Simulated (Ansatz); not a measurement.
## Where Li_Mg puts its levels in the gap of MgO (Fm-3m)

Charge states of Li_Mg in MgO (Fm-3m), set against the band edges. Model: a cell of 54 host atoms with 1 Mg taken out and 1 Li put in.

Method: place-levels on r2SCAN runs: charge-transition levels and formation energies with image-charge correction and potential alignment at the atomic sites; PAW set soft_1, in Ansatz 0.2.0.

**What experiment says.**

For MgO, rocksalt (bulk crystal), “Electronic structure of alkaline earth and post-transition metal oxides” (2009, arxiv:0908.1581) quotes earlier work: band gap (literature experimental gap) 7.83 eV [Literature value based on experiment; other listed experimental values range from 7.7 to …].

### 1. Starting point

The cell holds 54 atoms: 26 Mg, 27 O and 1 Li. Cell: a = 8.925 Å, b = 8.925 Å, c = 8.925 Å, α = 60.0°, β = 60.0°, γ = 60.0°. It derives from MgO (space group Fm-3m). Nearest the centre at fractional (0.667, 0.667, 0.333): Li51 at 0.00 Å, O28 at 2.10 Å, O44 at 2.10 Å, O32 at 2.10 Å, O34 at 2.10 Å, O46 at 2.10 Å, O50 at 2.10 Å, Mg9 at 2.98 Å.

Known beforehand: the electronic dielectric constant, 3.24, and the static one, 10.37, from a response run on this crystal (DFPT, PBEsol) at that run's own cell.

The cell's shortest repeat is 8.9 Å.

### 2. What was run first

Levels follow from differences of total energies between charge states, each relaxed by itself.

Each atom starts 0.05 Å or so off its site in a random direction: a symmetric start keeps its symmetry, and would miss off-centre moves and Jahn–Teller distortions. Forces are taken at one point at (¼, ¼, ¼). The cell holds 1 electron more than the neutral one, with a uniform background that keeps it neutral on the whole.

The sampling was tested on the host first: at the k-points planned (1x1x1 shifted 0.25 0.25 0.25) its energy lies 0.020 eV an atom from the dense-mesh value, under the bound of 0.02 eV set for this test; that bounds the host's error, not the defect's.

One of the inputs; charge, spin and start change from state to state.

qm1.relax/input.yaml

```yaml
crystal:
  lattice:
    - [0.0, 6.31124291, 6.31124291]
    - [6.31124291, 0.0, 6.31124291]
    - [6.31124291, 6.31124291, 0.0]
  atoms:
    - { symbol: Mg, position: [0.0, 0.0, 0.0] }
    - { symbol: O, position: [0.16666667, 0.16666667, 0.16666667] }
[... 6 atom lines left out ...]
    - { symbol: Mg, position: [0.0, 0.33333333, 0.33333333] }
[... 3 atom lines left out ...]
    - { symbol: Mg, position: [0.0, 0.66666667, 0.0] }
[... 1 atom line left out ...]
    - { symbol: Mg, position: [0.0, 0.66666667, 0.33333333] }
[... 5 atom lines left out ...]
    - { symbol: Mg, position: [0.33333333, 0.0, 0.33333333] }
[... 6 atom lines left out ...]
    - { symbol: O, position: [0.5, 0.5, 0.5] }
[... 1 atom line left out ...]
    - { symbol: O, position: [0.5, 0.5, 0.83333333] }
[... 1 atom line left out ...]
    - { symbol: O, position: [0.5, 0.83333333, 0.16666667] }
    - { symbol: Mg, position: [0.33333333, 0.66666667, 0.33333333] }
    - { symbol: O, position: [0.5, 0.83333333, 0.5] }
    - { symbol: Mg, position: [0.33333333, 0.66666667, 0.66666667] }
[... 1 atom line left out ...]
    - { symbol: Mg, position: [0.66666667, 0.0, 0.0] }
[... 1 atom line left out ...]
    - { symbol: Mg, position: [0.66666667, 0.0, 0.33333333] }
[... 4 atom lines left out ...]
    - { symbol: O, position: [0.83333333, 0.5, 0.16666667] }
    - { symbol: Mg, position: [0.66666667, 0.33333333, 0.33333333] }
    - { symbol: O, position: [0.83333333, 0.5, 0.5] }
    - { symbol: Mg, position: [0.66666667, 0.33333333, 0.66666667] }
[... 1 atom line left out ...]
    - { symbol: Mg, position: [0.66666667, 0.66666667, 0.0] }
    - { symbol: O, position: [0.83333333, 0.83333333, 0.16666667] }
    - { symbol: Li, position: [0.66666667, 0.66666667, 0.33333333] }
[... 1 atom line left out ...]
    - { symbol: Mg, position: [0.66666667, 0.66666667, 0.66666667] }
    - { symbol: O, position: [0.83333333, 0.83333333, 0.83333333] }
  host:
    repeats: [3, 3, 3]
    atoms:
      - { symbol: Mg, position: [0.0, 0.0, 0.0] }
      - { symbol: O, position: [0.5, 0.5, 0.5] }
total_charge: -1
basis:
  ecutwfc: 500
  xc_grid: 2
hamiltonian:
  xc: r2scan
  pseudopotentials: { kind: paw, azcp: { folder: soft_1 } }
kpoints:
  mp_grid: { grid: [1, 1, 1], shift: [0.25, 0.25, 0.25] }
scf:
  occupations: { method: fixed }
  max_iter: 100
output:
  forces: true
  charged_corrections:
    epsilon: 3.24
    static_epsilon: 10.37
    defect_position: [0.666667, 0.666667, 0.333333]
relax:
  f_tol: 0.02
  max_steps: 80
  random_displacement: { amplitude: 0.05, seed: 3691 }
checkpoint:
  write: "../qm1.relax.run"
  compress: false
  write_wavefunctions: true
  write_every: 100000
```

The run is started by

```sh
$ ansatz run input.yaml --threads 4 --pin off --max-ram 7536MiB --backend cpu --events-out ev --progress --plain --runs-dir out
```

Defect states can disperse in a cell of this size, so the energy is taken again at a 2×2×2 shifted mesh, on the relaxed structure.

The run of this state that the levels use, under r2SCAN:

qm1.point/input.yaml

```yaml
crystal:
  checkpoint: "../qm1.relax.run"
  host: checkpoint
total_charge: -1
basis:
  ecutwfc: 500
  xc_grid: 2
hamiltonian:
  xc: r2scan
  pseudopotentials: { kind: paw, azcp: { folder: soft_1 } }
kpoints:
  mp_grid: { grid: [2, 2, 2], shift: [0.5, 0.5, 0.5] }
scf:
  occupations: { method: fermi_dirac, width: 0.01 }
  max_iter: 100
output:
  forces: true
  eigenvalues: true
  charged_corrections:
    epsilon: 3.24
    static_epsilon: 10.37
    defect_position: [0.666667, 0.666667, 0.333333]
  eigenstates: { localisation: true }
  populations: true
  band_densities: [{ bands: [v1, v1] }, { bands: [c1, c1] }]
  write_density: true
  write_potential: true
  volumetric_format: npy
  elf: true
checkpoint:
  read: "../qm1.relax.run"
  write: "../qm1.point.run"
  compress: false
  write_wavefunctions: false
  write_every: 100000
```

Relaxations under r2SCAN at one point at (¼, ¼, ¼); times on 4 threads of Intel Xeon Platinum 8259CL at 2.50GHz (Skylake/Cascade Lake), shared host:

| charge | moment (μB) | occupations | outcome | steps | largest displacement against the far atoms (Å) | time |
| --- | --- | --- | --- | --- | --- | --- |
| −1 | 0 | fixed | converged | 5 | 0.05 | 56 s |
| 0 | 1 | fixed | converged | 5 | 0.05 | 2.9 min |
| +1 | 0 | fixed | not converged | - | - | 75 s |
| +1 | 0 | fermi-dirac | converged | 5 | 0.05 | 69 s |
| +1 | 2 | fixed | converged | 4 | 0.05 | 2.1 min |

Single points under r2SCAN at a 2×2×2 shifted mesh; times on 4 threads of Intel Xeon Platinum 8259CL at 2.50GHz (Skylake/Cascade Lake), shared host:

| charge | moment (μB) | occupations | outcome | time |
| --- | --- | --- | --- | --- |
| −1 | 0 | fermi-dirac | converged | 47 s |
| 0 | 1 | fermi-dirac | converged | 2.6 min |
| +1 | 0 | fermi-dirac | converged | 54 s |
| +1 | 2 | fermi-dirac | converged | 2.8 min |

Distances (Å) from Li51 to the nearest atoms after relaxation with r2SCAN:

| charge | moment (μB) | 1. | 2. | 3. | 4. | 5. | 6. |
| --- | --- | --- | --- | --- | --- | --- | --- |
| −1 | 0 | O 2.16 | O 2.16 | O 2.16 | O 2.16 | O 2.16 | O 2.16 |
| 0 | 1 | O 2.15 | O 2.15 | O 2.15 | O 2.15 | O 2.16 | O 2.16 |
| +1 | 0 | O 2.15 | O 2.15 | O 2.15 | O 2.15 | O 2.15 | O 2.15 |
| +1 | 2 | O 2.15 | O 2.15 | O 2.15 | O 2.15 | O 2.16 | O 2.16 |

### 3. Placing the levels, r2SCAN

A charged cell interacts with its images and the background, and its potential has another zero than the host's. place-levels removes the first by a point-charge model, screened by the static dielectric constant since the ions have relaxed around the charge, and the second by comparing potentials at atoms far from the defect.

The host is a run of the defect-free crystal in the same cutoffs, grids and k-points, so that basis and sampling errors cancel in part in the differences. The host is run in a cell of 2 atoms on a matching mesh. Its band edges are searched through the zone by a band path, so the gap is smaller than, or equal to, that on the mesh. Chemical potentials are energies per atom of Mg (hcp) and Li (bcc), run with the same functional and cutoff.

levels.point.yaml

```yaml
host:
  run: host.point.run
states: [qm1.point.run, q0_M1.point.run, qp1.point.run, qp1_M2.point.run]
geometry_from:
  qm1.point.run: qm1.relax.run
  q0_M1.point.run: q0_M1.relax.run
  qp1.point.run: qp1.relax_smeared.run
  qp1_M2.point.run: qp1_M2.relax.run
chemical_potentials:
  Mg:
    energy: -1926.407918
    dataset: "<sha256 of the dataset>"
  Li:
    energy: -205.132397
    dataset: <sha256 of the dataset>
epsilon: 3.24
static_epsilon: 10.37
vertical:
  - { from: qm1.point.run, to: qm1.point_neutral.run }
  - { from: qp1.point.run, to: qp1.point_neutral.run }
  - { from: qp1_M2.point.run, to: qp1_M2.point_neutral.run }
```

The run is started by

```sh
$ ansatz place-levels levels.point.yaml -- --threads 4 --pin off --max-ram 7536MiB
```

Numbers of over 12 decimals in the logs are rounded to 6 here.

The log of the run:

```text
[... repeated set-up lines and file paths are left out, and long positions are rounded to six places ...]
(+1/0) 0.000 eV above the valence edge (-0.206 eV without the band-filling correction), 5.678 eV under the conduction edge
(0/-1) 0.199 eV above the valence edge, 5.479 eV under the conduction edge
formation energy of charge +1: +3.843 eV with the Fermi level at the valence edge
formation energy of charge 0: +3.843 eV with the Fermi level at the valence edge
formation energy of charge -1: +4.042 eV with the Fermi level at the valence edge
vertical -1 to 0: no energy, since no alignment is typed
  the change from vertical[0].from (qm1.point.run) to vertical[0].to (qm1.point_neutral.run): by its potential at epsilon 3.24 it stands at 0.667 0.666 0.334, with an rms radius of about 4.5 Å (2.6 2.6 2.6 Å across the planes of the cell's vectors); [...]
vertical +1 to 0: no energy, since no alignment is typed
  the change from vertical[1].from (qp1.point.run) to vertical[1].to (qp1.point_neutral.run): by its potential at epsilon 3.24 it stands at 0.667 0.668 0.335, with an rms radius of about 5.4 Å (3.1 3.1 3.1 Å across the planes of the cell's vectors); [...]
vertical +1 to 0: no energy, since no alignment is typed
  the change from vertical[2].from (qp1_M2.point.run) to vertical[2].to (qp1_M2.point_neutral.run): by its potential at epsilon 3.24 it stands at 0.665 0.666 0.335, with an rms radius of about 4.6 Å (2.7 2.7 2.7 Å across the planes of the cell's vectors); [...]
  edges by r2scan, gap 5.678 eV; the host is sampled to repeats of 17.85 Å
  the defect's cells are sampled to repeats of 17.85 Å, like sampling
  charge +1: -65737.0696 eV with its correction of -0.182 eV, at epsilon 10.37, aligned at sites: -0.4344 eV, mean over 21 atomic sites at or beyond 4.46 Å from the defect at [0.6667, 0.6667, 0.3333], with +0.000000 for the charge's moments and without [...]
  states[2] (qp1.point.run): levels filled in part (TS 0.017 eV): its energy is of no whole electron's
  charge 0: +0.000 eV for its dipole among its images, +0.000 omitted
  states[1] (q0_M1.point.run): levels filled in part (TS 0.005 eV): its energy is of no whole electron's
  charge -1: -65721.7077 eV with its correction of +0.453 eV, at epsilon 10.37, aligned at sites: -0.2010 eV, mean over 21 atomic sites at or beyond 4.46 Å from the defect at [0.6667, 0.6667, 0.3333], with +0.000000 for the charge's moments and without [...]
  charge +1: states[3] (qp1_M2.point.run) stands 0.008 eV higher, with a moment of 2.00 μB against 0.00
  states[3] (qp1_M2.point.run): levels filled in part (TS 0.009 eV): its energy is of no whole electron's
  of states[2] (qp1.point.run): how wide its charge is, is not read beside other atoms or cores, and a band state would take no correction. [...]
  of states[1] (q0_M1.point.run): its alignment with the host at atomic sites is doubtful: the cell is too small to show whether the defect's potential has decayed: take a larger one; [...]
  of states[0] (qm1.point.run): it parts from the run at its places by a charge that spreads by about 2.6 Å along one vector (1.3 Å or more is wide), by its potential at epsilon 3.24, taken for that of held ions (one typed too small widens it), where the cell [...]
  of states[3] (qp1_M2.point.run): it parts from the run at its places by a charge that spreads by about 2.7 Å along one vector (1.3 Å or more is wide), by its potential at epsilon 3.24, taken for that of held ions (one typed too small widens it), where the [...]
  of vertical[0].from (qm1.point.run): it parts from the run at its places by a charge that spreads by about 2.6 Å along one vector (1.3 Å or more is wide), by its potential at epsilon 3.24, taken for that of held ions (one typed too small widens it), where [...]
  vertical[0].to (qm1.point_neutral.run): levels filled in part (TS 0.005 eV): its energy is of no whole electron's
  of vertical[0].to (qm1.point_neutral.run): its moments are held at its close (magnetization.spin_locking), by a field of 0.008 eV a Bohr magneton, and its energy and levels are of the state that this holds: a run that lets them go can end lower; [...]
  vertical[1].from (qp1.point.run): levels filled in part (TS 0.017 eV): its energy is of no whole electron's
  of vertical[1].from (qp1.point.run): it parts from the run at its places by a charge that spreads by about 3.1 Å along one vector (1.3 Å or more is wide), by its potential at epsilon 3.24, taken for that of held ions (one typed too small widens it), where [...]
  vertical[1].to (qp1.point_neutral.run): levels filled in part (TS 0.005 eV): its energy is of no whole electron's
  of vertical[1].to (qp1.point_neutral.run): stability_check_not_made
  vertical[2].from (qp1_M2.point.run): levels filled in part (TS 0.009 eV): its energy is of no whole electron's
  of vertical[2].from (qp1_M2.point.run): stability_check_not_made; [...]
  vertical[2].to (qp1_M2.point_neutral.run): levels filled in part (TS 0.005 eV): its energy is of no whole electron's
  of vertical[2].to (qp1_M2.point_neutral.run): stability_check_not_made
```

The job ended after 0.78 s (4 threads of Intel Xeon Platinum 8259CL at 2.50GHz (Skylake/Cascade Lake), shared host).

Levels between the charges placed, in eV above the valence top:

|  | gap (eV) | (+1/0) | (0/−1) |
| --- | --- | --- | --- |
| r2SCAN | 5.68 | 0.00 | 0.20 |

Corrections by state:

| charge | moment (μB) | image terms and alignment (eV) | band filling (eV) | ε used | over the lowest of its charge, as the program ranks them, band filling apart (eV) |
| --- | --- | --- | --- | --- | --- |
| +1 | 0.0 | -0.182 | -0.206 | 10.37 | 0.000 |
| 0 | 1.0 | 0.000 | - | - | 0.000 |
| −1 | 0.0 | 0.453 | - | 10.37 | 0.000 |
| +1 | 2.0 | -0.167 | - | 10.37 | 0.008 |

The charged structures listed were also run neutral, and place-levels reads from each pair, by the potential or the spins, how wide the charge is by which they differ; that can be the carrier of either run.

| charge | rms radius (Å) | spread where it is widest against the cell (Å) | wide from (Å) | reading |
| --- | --- | --- | --- | --- |
| +1 | 5.4 | 3.14 | 1.26 | wide |
| −1 | 4.5 | 2.58 | 1.26 | wide |

The neutral runs of these pairs need not share the spin of the lowest neutral state, and very wide values only mean spread over the cell.

From the program's caveats on the states, each cut to its opening words:

- charge +1: how wide its charge is, is not read beside other atoms or cores, and a band state would take no correction
- charge +1: a band-filling correction moves a carrier to the host's band edge, which changes its energy by -0.206 eV
- charge +1, 0 (1 μB), −1, +1 (2 μB): its alignment with the host at atomic sites is doubtful: the cell is too small to show whether the defect's potential has decayed: take a larger one
- charge 0 (1 μB): its moments are held at its close (magnetization.spin_locking), by a field of 0.002 eV a Bohr magneton, and its energy and levels are of the state that this [...]
- charge 0 (1 μB), +1 (2 μB): flagged: stability check not made
- charge −1: it parts from the run at its places by a charge that spreads by about 2.6 Å along one vector (1.3 Å or more is wide), by its potential at epsilon 3.24, taken [...]
- charge +1 (2 μB): it parts from the run at its places by a charge that spreads by about 2.7 Å along one vector (1.3 Å or more is wide), by its potential at epsilon 3.24, taken [...]

The host's formation energy from the elements is -2.963 eV per atom; it sets how far the chemical potentials can move.

Limit set by the element alone; other compounds of these elements are not counted. Chemical potentials from the elements' reference states: Mg 0.00 eV, O -5.93 eV, Li 0.00 eV. Formation energy by charge state (Mg-rich; gap 5.68 eV):

| charge | at valence top (eV) | at conduction bottom (eV) | correction included (eV) |
| --- | --- | --- | --- |
| +1 | 3.84 | 9.52 | -0.39 |
| 0 | 3.84 | 3.84 | 0.00 |
| −1 | 4.04 | -1.64 | 0.45 |

(Fermi level (eV), lowest formation energy (eV)): (0.00, 3.84), (0.52, 3.53), (1.03, 3.01), (1.55, 2.49), (2.06, 1.98), (2.58, 1.46), (3.10, 0.94), (3.61, 0.43), (4.13, -0.09), (4.65, -0.60), (5.16, -1.12), (5.68, -1.64)

Limit set by the element alone; other compounds of these elements are not counted. Chemical potentials from the elements' reference states: O 0.00 eV, Mg -5.93 eV, Li 0.00 eV. Formation energies (O-rich), with the Fermi level at the valence top and at the conduction bottom (gap 5.68 eV):

| charge | at valence top (eV) | at conduction bottom (eV) | correction included (eV) |
| --- | --- | --- | --- |
| +1 | -2.08 | 3.60 | -0.39 |
| 0 | -2.08 | -2.08 | 0.00 |
| −1 | -1.88 | -7.56 | 0.45 |

(Fermi level (eV), lowest formation energy (eV)): (0.00, -2.08), (0.52, -2.40), (1.03, -2.91), (1.55, -3.43), (2.06, -3.95), (2.58, -4.46), (3.10, -4.98), (3.61, -5.50), (4.13, -6.01), (4.65, -6.53), (5.16, -7.05), (5.68, -7.56)

### 4. Summary of results

```json
{"gap of the host": "5.68 eV (r2SCAN)", "level (plus 1/0)": "0.00 eV above the valence top (-0.21 eV above the valence top without the band-filling term)", "level (0/minus 1)": "0.20 eV above the valence top", "lowest of the charges placed, just above the valence top (0.02 eV)": "0", "lowest of the charges placed, just below the conduction bottom (0.02 eV)": "−1", "lowest formation energy at mid-gap of the charges run, Mg-rich": "1.20 eV", "lowest formation energy at mid-gap of the charges run, O-rich": "-4.72 eV"}
```

Of the charges placed (−1, 0 and +1), the lowest changes at 0.20 eV (0/−1) above the valence top, in a gap of 5.68 eV. (0/−1) lies nearer to a band edge than the share of the finite-size correction in it (0.45 eV), and that correction holds for a localised charge alone. Charges below −1 were not placed, so these runs say nothing of levels that involve them. States placed: +1 at 0 μB and 2 μB; 0 at 1 μB; −1 at 0 μB. Other spin states or structures, where not listed, weren't placed. The program finds carriers beyond a band edge of the host and adds a band-filling term at charge +1 (-0.21 eV); steps to such a charge show no bound level, and a defect level inside a band would be read the same way. Li is taken at its element; compounds, which aren't counted here, bound the chemical potentials and would shift these formation energies. The lowest formation energy (O-rich) is negative across the gap, so the defect would form by itself: these chemical potentials lie beyond what competing compounds allow, or the host is unstable against it. The program doubts the alignment of potentials for at least one state, a sign that the cell is small. Keep in mind: the images are only 8.9 Å apart; r2SCAN makes the gap too small and tends to spread out bound carriers; where a gas molecule sets a chemical potential or the host's formation energy, its binding is uncorrected.

Computed beside measured:

```
                             quantity  measured           r2SCAN
band gap (least gap of the host) (eV)      7.83  5.68 (-2.15 eV)
```

Measured values from arxiv:0908.1581 (2009).

Verdict: The band gap is off by -2.15 eV: a clear miss. Local and semilocal functionals usually give gaps below the measured ones. Zero-point and thermal motion shift the measured gap.

[Logs are printed without paths, hosts, clocks, repeated set-up lines and the standing remarks that a program may print on its own settings, such as how far it seeks lower states.]

[Hosts, paths, dates, database ids (printed as entryN), source tags and the programs' standing remarks are cut or masked in the printed files.]

[Where a table of states has a column of steps, it counts the stored structures, which are thinned; the runs took as many ionic steps or more.]

[A defect's name tells the site on which it was built; relaxed atoms can leave that site.]

[For some hosts the program warned that the k-mesh of the response run may be too coarse for force constants and the static dielectric constant; such warnings are not shown here.]
